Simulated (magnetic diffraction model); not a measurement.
**Which magnetic order? ZnCuTe2S6**

Space group P2_1/c (no. 14), a = 6.0490 Å, b = 14.7320 Å, c = 9.8960 Å, β = 90.40°.

| site | atom | x | y | z |
| --- | --- | --- | --- | --- |
| 4e | Te | 0.2461 | 0.6356 | 0.9645 |
| 4e | Te | 0.8129 | 0.5102 | 0.7124 |
| 4e | Zn | 0.7251 | 0.8034 | 0.8088 |
| 4e | Cu | 0.7302 | 0.1339 | 0.9004 |
| 4e | S | 0.0608 | 0.1623 | 0.4682 |
| 4e | S | 0.5917 | 0.2287 | 0.4467 |
| 4e | S | 0.2230 | 0.8021 | 0.2941 |
| 4e | S | 0.6983 | 0.4042 | 0.6085 |
| 4e | S | 0.7172 | 0.6175 | 0.6244 |
| 4e | S | 0.1262 | 0.9934 | 0.1719 |

The compound is invented for this exercise: a known structure type with other elements, its cell scaled to their sizes and not relaxed.

Only Cu is taken to order (form factors of Cu2+); orders and moment sizes are assumed, and not adapted to the symmetry. Radiation: neutrons of λ = 1.909 Å, 3° to 30°; isotropic B of 0.22 Å² (Te), 0.32 Å² (Zn), 0.25 Å² (Cu) and 0.32 Å² (S). Simulated constant-wavelength pattern: nuclear and magnetic terms add, the magnetic one as |2.695 fm × Σ f S⊥ exp(2πi Q·r) exp(−B s²)|², summed over all Q at one angle with the factor 1/(sin²θ cos θ). For collinear order S is the moment m, which repeats by lattice and centring translations R with the sign exp(−2πi k·R). Free-ion form factors, Sears's scattering lengths of 1992, no absorption; a label names one of the reflections at its angle. The strongest nuclear line in the range is 100, and lines under 0.2 are left out.

Above the ordering temperature:

```tsv
2θ (°)	index	I
13.35	(0 1 1)	98.6
14.89	(0 2 0)	9.6
18.16	(1 0 0)	3.3
18.59	(0 2 1)	43.0
19.64	(1 1 0)	100.0
22.54	(1 1 -1)	1.5
22.66	(1 1 1)	2.8
23.48	(0 1 2)	4.3
23.56	(1 2 0)	35.8
25.07	(0 3 1)	12.2
26.05	(1 2 -1)	1.7
26.88	(0 2 2)	30.5
28.76	(1 0 -2)	0.6
28.96	(1 0 2)	7.1
29.00	(1 3 0)	43.7
29.75	(1 1 -2)	66.1
29.94	(1 1 2)	45.5
```

Below it (cell unchanged):

| 2θ (°) | I |
| --- | --- |
| 5.53 | 2.4 |
| 9.27 | 3.4 |
| 13.35 | 98.6 |
| 14.89 | 9.6 |
| 15.89 | 0.6 |
| 16.64 | 1.7 |
| 18.16 | 3.3 |
| 18.24 | 1.7 |
| 18.59 | 43.0 |
| 18.96 | 1.9 |
| 19.03 | 1.6 |
| 19.64 | 100.0 |
| 20.39 | 1.3 |
| 20.46 | 1.3 |
| 22.40 | 0.5 |
| 22.54 | 1.5 |
| 22.66 | 2.8 |
| 23.48 | 4.3 |
| 23.56 | 35.8 |
| 24.25 | 0.3 |
| 24.64 | 0.5 |
| 24.81 | 0.2 |
| 25.07 | 12.2 |
| 25.77 | 0.9 |
| 25.93 | 0.9 |
| 26.05 | 1.7 |
| 26.88 | 30.5 |
| 27.91 | 0.8 |
| 28.05 | 0.3 |
| 28.76 | 0.6 |
| 28.91 | 0.6 |
| 28.92 | 0.6 |
| 28.96 | 7.1 |
| 29.00 | 43.7 |
| 29.06 | 0.8 |
| 29.52 | 0.4 |
(The table stops after 36 lines; 3 more lie at higher angle.)

**Question.** Find the propagation vector, then choose among these models:
A. collinear moments along [110], 0.79 μB on Cu; signs + at (0.7302, 0.1339, 0.9004), − at (0.2698, 0.8661, 0.0996), − at (0.2698, 0.6339, 0.5996), + at (0.7302, 0.3661, 0.4004)
B. collinear moments along [010], 0.79 μB on Cu; signs + at (0.7302, 0.1339, 0.9004), + at (0.2698, 0.8661, 0.0996), − at (0.2698, 0.6339, 0.5996), + at (0.7302, 0.3661, 0.4004)
C. collinear moments along [010], 0.79 μB on Cu; signs + at (0.7302, 0.1339, 0.9004), − at (0.2698, 0.8661, 0.0996), − at (0.2698, 0.6339, 0.5996), + at (0.7302, 0.3661, 0.4004)
D. collinear moments along [110], 0.79 μB on Cu; signs + at (0.7302, 0.1339, 0.9004), + at (0.2698, 0.8661, 0.0996), − at (0.2698, 0.6339, 0.5996), + at (0.7302, 0.3661, 0.4004)

The new lines index as (0 0 1/2) at 5.53°, (0 1 1/2) at 9.27°, (0 2 1/2) at 15.89° and (0 0 3/2) at 16.64°, that is as H ± k with k = (0 0 1/2). Half indices mean that the moments reverse under translations with k·R a half-integer, and the magnetic cell has twice the primitive volume.

Magnetic intensity, observed (below minus above) and for each model:

| 2θ (°) | index | observed | A | B | C | D |
| --- | --- | --- | --- | --- | --- | --- |
| 5.53 | (0 0 1/2) | 2.4 | 5.2 | 2.4 | 5.2 | 2.4 |
| 9.27 | (0 1 1/2) | 3.4 | 6.2 | 3.4 | 5.0 | 4.3 |
| 15.89 | (0 2 1/2) | 0.6 | 0.3 | 0.6 | <0.2 | 1.3 |
| 18.24 | (0 1 3/2) | 1.7 | <0.2 | 1.7 | <0.2 | 1.8 |
| 20.46 | (1 1 1/2) | 1.3 | 0.2 | 1.3 | 0.3 | 1.2 |
| 22.40 | (0 2 3/2) | 0.5 | 1.6 | 0.5 | 1.5 | 0.6 |
| 24.19 | (1 2 -1/2) | <0.2 | 1.0 | <0.2 | 1.0 | <0.2 |
| 24.25 | (1 2 1/2) | 0.3 | 1.0 | 0.3 | 1.2 | 0.2 |

Model B matches.

The structure used: k = (0 0 1/2), collinear moments along [010], 0.79 μB on Cu; signs + at (0.7302, 0.1339, 0.9004), + at (0.2698, 0.8661, 0.0996), − at (0.2698, 0.6339, 0.5996), + at (0.7302, 0.3661, 0.4004).

[Logs are printed without paths, hosts, clocks, repeated set-up lines and the standing remarks that a program may print on its own settings, such as how far it seeks lower states.]
